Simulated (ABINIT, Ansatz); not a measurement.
# Converging GW for TiO2 (Rutile) in ABINIT

Aim: raise bands and screening cutoff together for TiO2 (Rutile) and follow gap and time.

Main program and level: ABINIT 10.8.3; PBE and many-body steps on it, plane waves.

### 1. The structure

Symmetry: P4_2/mnm, No. 136, tetragonal system. The conventional cell has a = 4.592 Å, b = 4.592 Å, c = 2.957 Å, α = 90.00°, β = 90.00°, γ = 90.00°. Nearest to Ti lie 6 O at 1.95 to 1.98 Å. Nearest to O lie 3 Ti at 1.95 to 1.98 Å. Farther neighbours and most contacts between anions are not listed.

Structure file:

```cif
data_structure
_symmetry_space_group_name_H-M 'P 1'
_symmetry_Int_Tables_number 1
_cell_length_a 4.5922
_cell_length_b 4.5922
_cell_length_c 2.9574
_cell_angle_alpha 90.000
_cell_angle_beta 90.000
_cell_angle_gamma 90.000
_cell_volume 62.37
loop_
_atom_site_label
_atom_site_type_symbol
_atom_site_fract_x
_atom_site_fract_y
_atom_site_fract_z
_atom_site_occupancy
Ti1 Ti 0.00000 0.00000 0.00000 1
Ti2 Ti 0.50000 0.50000 0.50000 1
O3 O 0.30496 0.30496 0.00000 1
O4 O 0.19504 0.80496 0.50000 1
O5 O 0.69504 0.69504 0.00000 1
O6 O 0.80496 0.19504 0.50000 1
```

The cell and positions come from the Crystallography Open Database and are kept as given unless a step says otherwise.

### 2. Empty states on the mesh, 4×4×4 mesh, 318 bands

This step: ABINIT 10.8.3; DFT, PBE, plane waves, norm-conserving pseudopotentials.

The sums over transitions need many empty states on a uniform mesh; this step solves for them.

The input, run.abi:

```
acell 3*1.0 Angstrom
rprim 
  4.592200000000 0.000000000000 0.000000000000
  0.000000000000 4.592200000000 0.000000000000
  0.000000000000 0.000000000000 2.957400000000
ntypat 2
znucl 22 8
natom 6
typat 1 1 2 2 2 2
xred 
  0.000000000000 0.000000000000 0.000000000000
  0.500000000000 0.500000000000 0.500000000000
  0.304960000000 0.304960000000 0.000000000000
  0.195040000000 0.804960000000 0.500000000000
  0.695040000000 0.695040000000 0.000000000000
  0.804960000000 0.195040000000 0.500000000000
pp_dirpath "pseudos"
pseudos "Ti.upf, O.upf"
ecut 38
ngkpt 4 4 4
nshiftk 1
shiftk 0 0 0
kptopt 1
chksymbreak 0
irdden 1
istwfk *1
nband 318
prtvol 0
optdriver 6
gwr_task "HDIAGO"
paral_kgb 0
occopt 1
indata_prefix "in"
outdata_prefix "out"
tmpdata_prefix "tmp"
```

Started as:

```
$ OMP_NUM_THREADS=1 mpirun -n 16 abinit run.abi > log
```

The program printed:

```text
.Version 10.8.3 of ABINIT. v10.8.2 released Aug 2026.

 Symmetries : space group P4_2/m n m (#136); Bravais tP (primitive tetrag.)
[... echo of the input left out ...]
== DATASET  1 ==================================================================
-   mpi_nproc: 16, omp_nthreads: 1 (-1 if OMP is not activated)

--- !DatasetInfo
iteration_state: {dtset: 1, }
dimensions: {natom: 6, nkpt: 18, mband: 318, nsppol: 1, nspinor: 1, nspden: 1, mpw: 4748, }
cutoff_energies: {ecut:  38.0, pawecutdg:  -1.0, }
[...]
Direct band gap semiconductor
 Fundamental gap:     1.917 (eV)
   VBM:     5.660 (eV) at k: [ 0.0000E+00,  0.0000E+00,  0.0000E+00]
   CBM:     7.576 (eV) at k: [ 0.0000E+00,  0.0000E+00,  0.0000E+00]
 Direct gap:         1.917 (eV) at k: [ 0.0000E+00,  0.0000E+00,  0.0000E+00]

== END DATASET(S) ==============================================================
================================================================================

 -outvars: echo values of variables after computation  --------
           etotal      0.0000000000E+00
            nband         318
             nkpt          18
          spgroup         136
 [... the other variables as echoed above ...]

 Calculation completed.
```

The job ended after 4.7 min (16 MPI ranks of Arm Neoverse N1, shared host; peak memory 20 GiB; 76 min of CPU time).

This step gave:

* gap: 1.917 eV
* k of the valence top: 0, 0, 0
* k of the conduction bottom: 0, 0, 0
* least direct gap: 1.917 eV
* k points computed: 18
* lowest point of the top converged band, above the valence top: 146.1334 eV

On this mesh the gap is 1.917 eV.

The density comes from a self-consistent run that is not shown.

### 3. Screening, 4×4×4 mesh, 59 bands, screening to 76.2 eV

The RPA dielectric matrix is built and inverted for each q.

This step: RPA screening on PBE, plane waves, norm-conserving pseudopotentials.

run.abi, as its differences from that of step 2:

```diff
@@ -24,10 +24,11 @@
 chksymbreak 0
-irdden 1
 istwfk *1
-nband 318
-prtvol 0
-optdriver 6
-gwr_task "HDIAGO"
-paral_kgb 0
 occopt 1
+irdwfk 1
+optdriver 3
+nband 59
+ecuteps 2.8
+inclvkb 2
+awtr 1
+symchi 1
 indata_prefix "in"
```

The program printed:

```text
.Version 10.8.3 of ABINIT. v10.8.2 released Aug 2026.

 Symmetries : space group P4_2/m n m (#136); Bravais tP (primitive tetrag.)
[... echo of the input left out ...]
== DATASET  1 ==================================================================
-   mpi_nproc: 16, omp_nthreads: 1 (-1 if OMP is not activated)

--- !DatasetInfo
iteration_state: {dtset: 1, }
dimensions: {natom: 6, nkpt: 18, mband: 59, nsppol: 1, nspinor: 1, nspden: 1, mpw: 4748, }
cutoff_energies: {ecut:  38.0, pawecutdg:  -1.0, }
electrons: {nelect:   4.80000000E+01, charge:   0.00000000E+00, occopt:   1.00000000E+00, tsmear:   1.00000000E-02, }

 SCREENING: Calculation of the susceptibility and dielectric matrices

 Based on a program developped by R.W. Godby, V. Olevano, G. Onida, and L. Reining.
 Incorporated in ABINIT by V. Olevano, G.-M. Rignanese, and M. Torrent.
.Using double precision arithmetic ; gwpc =  8

[... cell and pseudopotentials left out ...]
--------------------------------------------------------------------------------

 ==== K-mesh for the wavefunctions ====
 Number of points in the irreducible wedge :    18
[... list of points left out ...]
 Together with 16 symmetry operations and time-reversal symmetry
 yields    64 points in the full Brillouin Zone.

 ==== Q-mesh for the screening function ====
 Number of points in the irreducible wedge :    18
[... list of points left out ...]
 Together with 16 symmetry operations and time-reversal symmetry
 yields    64 points in the full Brillouin Zone.

 setmesh: FFT mesh size selected  =    32x   32x   20
          total number of points  =        20480

 vcoul_init : cutoff-mode = AUXILIARY_FUNCTION
 q-points for optical limit:   1
     1)      0.000010    0.000020    0.000030

- screening: taking advantage of time-reversal symmetry
- Maximum band index for partially occupied states nbvw = 24
- Remaining bands to be divided among processors   nbcw = 35
- Number of bands treated by each node ~2

 Number of electrons calculated from density =   48.0000; Expected =   48.0000
 average of density, n =  0.114049
 r_s =    1.2792
 omega_plasma =   32.5763 [eV]

 calculating chi0 at frequencies [eV] :
  1    0.000000E+00    0.000000E+00
  2    0.000000E+00    3.257632E+01

--------------------------------------------------------------------------------
  q-point number  1        q = ( 0.000000, 0.000000, 0.000000) [r.l.u.]
--------------------------------------------------------------------------------
[... chi0 elements left out ...]
 For q-point:  0.000010 0.000020 0.000030
  dielectric constant =   8.6672
  dielectric constant without local fields =   8.8931

  Average fulfillment of the sum rule on Im[epsilon] for q-point    1 :     34.68  [%]
[... wings left out ...]
  q-point number  2        q = ( 0.250000, 0.000000, 0.000000) [r.l.u.]
--------------------------------------------------------------------------------
[... chi0 elements left out ...]
  Average fulfillment of the sum rule on Im[epsilon] for q-point    2 :     52.11  [%]

 [... 16 further q-points ...]
```

Elapsed: 45 s, on 16 MPI ranks; peak memory 4.5 GiB.

This step gave:

```yaml
eps_infinity_with_local_fields_on_this_mesh_along_the_program_s_q_direction: 8.667
the_same_without_local_fields: 8.893
plasma_frequency: 32.58 eV
plane_waves_in_the_screening_matrix: 97
```

Local fields lower ε∞ by 3 %. On a Γ-centred mesh this coarse the value itself is usually too large, while a short band sum pulls it down.

### 4. 59 bands, 76.2 eV

The self-energy is evaluated for the states that the input lists, and the levels follow from it, in one-shot runs by the linearised quasiparticle equation.

This step: G0W0 on PBE, plane waves, norm-conserving pseudopotentials.

run.abi, as its differences from that of step 3:

```diff
@@ -27,8 +27,15 @@
 irdwfk 1
-optdriver 3
+optdriver 4
 nband 59
+gwcalctyp 0
+ecutsigx 38
+symsigma 1
+nkptgw 1
+kptgw 
+  0.0000000000 0.0000000000 0.0000000000
+bdgw 
+  22 26
 ecuteps 2.8
-inclvkb 2
-awtr 1
-symchi 1
+irdscr 1
+ppmodel 1
 indata_prefix "in"
```

The program printed:

```text
.Version 10.8.3 of ABINIT. v10.8.2 released Aug 2026.

 Symmetries : space group P4_2/m n m (#136); Bravais tP (primitive tetrag.)
[... echo of the input left out ...]
== DATASET  1 ==================================================================
-   mpi_nproc: 16, omp_nthreads: 1 (-1 if OMP is not activated)

--- !DatasetInfo
iteration_state: {dtset: 1, }
dimensions: {natom: 6, nkpt: 18, mband: 59, nsppol: 1, nspinor: 1, nspden: 1, mpw: 4748, }
cutoff_energies: {ecut:  38.0, pawecutdg:  -1.0, }
electrons: {nelect:   4.80000000E+01, charge:   0.00000000E+00, occopt:   1.00000000E+00, tsmear:   1.00000000E-02, }

 SIGMA: Calculation of the GW corrections

 Based on a program developped by R.W. Godby, V. Olevano, G. Onida, and L. Reining.
 Incorporated in ABINIT by V. Olevano, G.-M. Rignanese, and M. Torrent.
.Using double precision arithmetic ; gwpc =  8

[... cell and pseudopotentials left out ...]
--------------------------------------------------------------------------------

 ==== K-mesh for the wavefunctions ====
 Number of points in the irreducible wedge :    18
[... list of points left out ...]
 Together with 16 symmetry operations and time-reversal symmetry
 yields    64 points in the full Brillouin Zone.

 ==== Q-mesh for screening function ====
 Number of points in the irreducible wedge :    18
[... list of points left out ...]
 Together with 16 symmetry operations and time-reversal symmetry
 yields    64 points in the full Brillouin Zone.

 vcoul_init : cutoff-mode = AUXILIARY_FUNCTION
 q-points for optical limit:   1
     1)      0.000010    0.000020    0.000030
 setmesh: FFT mesh size selected  =    50x   50x   32
          total number of points  =        80000

 Number of electrons calculated from density =   48.0000; Expected =   48.0000
 average of density, n =  0.114049
 r_s =    1.2792
 omega_plasma =   32.5763 [eV]

 === KS Band Gaps ===
  >>>> For spin  1
   Minimum direct gap =   1.9166 [eV], located at k-point      :   0.0000  0.0000  0.0000
   Fundamental gap    =   1.9166 [eV], Top of valence bands at :   0.0000  0.0000  0.0000
                                       Bottom of conduction at :   0.0000  0.0000  0.0000
 SIGMA fundamental parameters:
 PLASMON POLE MODEL  1
 number of plane-waves for SigmaX                 4679
 number of plane-waves for SigmaC and W             97
 number of plane-waves for wavefunctions          4679
 number of bands                                    59
 number of independent spin polarizations            1
 number of spinorial components                      1
 number of k-points in IBZ                          18
 number of q-points in IBZ                          18
 number of symmetry operations                      16
 number of k-points in BZ                           64
 number of q-points in BZ                           64
 number of frequencies for dSigma/dE                 9
 frequency step for dSigma/dE [eV]                0.25
 number of omega for Sigma on real axis              0
 max omega for Sigma on real axis  [eV]           0.00
 zcut for avoiding poles [eV]                     0.10

 EPSILON^-1 parameters (SCR file):
 dimension of the eps^-1 matrix on file             97
 dimension of the eps^-1 matrix used                97
 number of plane-waves for wavefunctions          4679
 number of bands                                    59
 number of q-points in IBZ                          18
 number of frequencies                               2
 number of real frequencies                          1
 number of imag frequencies                          1

 matrix elements of self-energy operator (all in [eV])

 Perturbative Calculation

--- !SelfEnergy_ee
iteration_state: {dtset: 1, }
kpoint     : [   0.000,    0.000,    0.000, ]
spin       : 1
KS_gap     :    1.917
QP_gap     :    3.469
Delta_QP_KS:    1.553
data: !SigmaeeData |
     Band     E0 <VxcDFT>   SigX SigC(E0)      Z dSigC/dE  Sig(E)    E-E0       E
       22   5.208 -20.672 -25.174   5.168   0.769  -0.301 -20.160   0.512   5.720
       23   5.208 -20.672 -25.174   5.168   0.769  -0.301 -20.160   0.512   5.720
       24   5.660 -20.448 -25.098   5.313   0.762  -0.313 -19.943   0.505   6.165
       25   7.576 -20.150 -12.063  -5.444   0.779  -0.284 -18.092   2.058   9.634
       26   7.879 -19.778 -12.069  -5.193   0.780  -0.282 -17.815   1.963   9.842

== END DATASET(S) ==============================================================
================================================================================

 -outvars: echo values of variables after computation  --------
           etotal      0.0000000000E+00
            nband          59
             nkpt          18
          spgroup         136
 [... the other variables as echoed above ...]

 Calculation completed.
```

It took 4.7 s on 16 MPI ranks; peak memory 1.1 GiB; 73 s of CPU time.

This step gave:

```
G0W0 gap on the points computed              : 3.469 eV
starting gap on the mesh                     : 1.917 eV
k of the valence top                         : 0, 0, 0
k of the conduction bottom                   : 0, 0, 0
Z at the valence top                         : 0.762
Z at the conduction bottom                   : 0.779
least direct G0W0 gap on the computed points : 3.469 eV
```

The gap on the mesh goes from 1.92 eV to 3.47 eV, a correction of +1.55 eV.

### 5. Screening, 4×4×4 mesh, 140 bands, screening to 141.5 eV

This step: RPA screening on PBE, plane waves, norm-conserving pseudopotentials.

run.abi, as its differences from that of step 4:

```diff
@@ -27,15 +27,8 @@
 irdwfk 1
-optdriver 4
-nband 59
-gwcalctyp 0
-ecutsigx 38
-symsigma 1
-nkptgw 1
-kptgw 
-  0.0000000000 0.0000000000 0.0000000000
-bdgw 
-  22 26
-ecuteps 2.8
-irdscr 1
-ppmodel 1
+optdriver 3
+nband 140
+ecuteps 5.2
+inclvkb 2
+awtr 1
+symchi 1
 indata_prefix "in"
```

The program printed:

```text
.Version 10.8.3 of ABINIT. v10.8.2 released Aug 2026.

 Symmetries : space group P4_2/m n m (#136); Bravais tP (primitive tetrag.)
[... echo of the input left out ...]
== DATASET  1 ==================================================================
-   mpi_nproc: 16, omp_nthreads: 1 (-1 if OMP is not activated)

--- !DatasetInfo
iteration_state: {dtset: 1, }
dimensions: {natom: 6, nkpt: 18, mband: 140, nsppol: 1, nspinor: 1, nspden: 1, mpw: 4748, }
cutoff_energies: {ecut:  38.0, pawecutdg:  -1.0, }
electrons: {nelect:   4.80000000E+01, charge:   0.00000000E+00, occopt:   1.00000000E+00, tsmear:   1.00000000E-02, }

 SCREENING: Calculation of the susceptibility and dielectric matrices

 Based on a program developped by R.W. Godby, V. Olevano, G. Onida, and L. Reining.
 Incorporated in ABINIT by V. Olevano, G.-M. Rignanese, and M. Torrent.
.Using double precision arithmetic ; gwpc =  8

[... cell and pseudopotentials left out ...]
--------------------------------------------------------------------------------

 ==== K-mesh for the wavefunctions ====
 Number of points in the irreducible wedge :    18
[... list of points left out ...]
 Together with 16 symmetry operations and time-reversal symmetry
 yields    64 points in the full Brillouin Zone.

 ==== Q-mesh for the screening function ====
 Number of points in the irreducible wedge :    18
[... list of points left out ...]
 Together with 16 symmetry operations and time-reversal symmetry
 yields    64 points in the full Brillouin Zone.

 setmesh: FFT mesh size selected  =    36x   36x   24
          total number of points  =        31104

 vcoul_init : cutoff-mode = AUXILIARY_FUNCTION
 q-points for optical limit:   1
     1)      0.000010    0.000020    0.000030

- screening: taking advantage of time-reversal symmetry
- Maximum band index for partially occupied states nbvw = 24
- Remaining bands to be divided among processors   nbcw = 116
- Number of bands treated by each node ~7

 Number of electrons calculated from density =   48.0000; Expected =   48.0000
 average of density, n =  0.114049
 r_s =    1.2792
 omega_plasma =   32.5763 [eV]

 calculating chi0 at frequencies [eV] :
  1    0.000000E+00    0.000000E+00
  2    0.000000E+00    3.257632E+01

--------------------------------------------------------------------------------
  q-point number  1        q = ( 0.000000, 0.000000, 0.000000) [r.l.u.]
--------------------------------------------------------------------------------
[... chi0 elements left out ...]
 For q-point:  0.000010 0.000020 0.000030
  dielectric constant =   8.5540
  dielectric constant without local fields =   8.9685

  Average fulfillment of the sum rule on Im[epsilon] for q-point    1 :     62.22  [%]
[... wings left out ...]
  q-point number  2        q = ( 0.250000, 0.000000, 0.000000) [r.l.u.]
--------------------------------------------------------------------------------
[... chi0 elements left out ...]
  Average fulfillment of the sum rule on Im[epsilon] for q-point    2 :     72.98  [%]

 [... 16 further q-points ...]
```

The job ended after 4.1 min (16 MPI ranks; peak memory 6.6 GiB).

Numbers from this step:

| Item | Value |
| --- | --- |
| ε∞ with local fields, on this mesh, along the program's q direction | 8.554 |
| the same without local fields | 8.969 |
| plasma frequency | 32.58 eV |
| plane waves in the screening matrix | 249 |

[end of part 1 of 2]

[Paths, hosts, dates, memory and timing lines, banners, echoed tables and standing remarks are left out of the program output.]

[Logs are printed without paths, hosts, clocks, repeated set-up lines and the standing remarks that a program may print on its own settings, such as how far it seeks lower states.]

[Runs of the session that timed out or met a known fault of the program may be left out.]

[Hosts, paths, dates, database ids (printed as entryN), source tags and the programs' standing remarks are cut or masked in the printed files.]

[G0W0 gaps are taken among the corrected bands and points alone; a level outside them can change the order at an edge.]

[Where Ansatz stands beside ABINIT at settings called matched, ABINIT's density can come from a denser mesh and the files from another edition; pairs whose starting gaps differed by over 0.03 eV were left out, so agreement reads better than it is.]
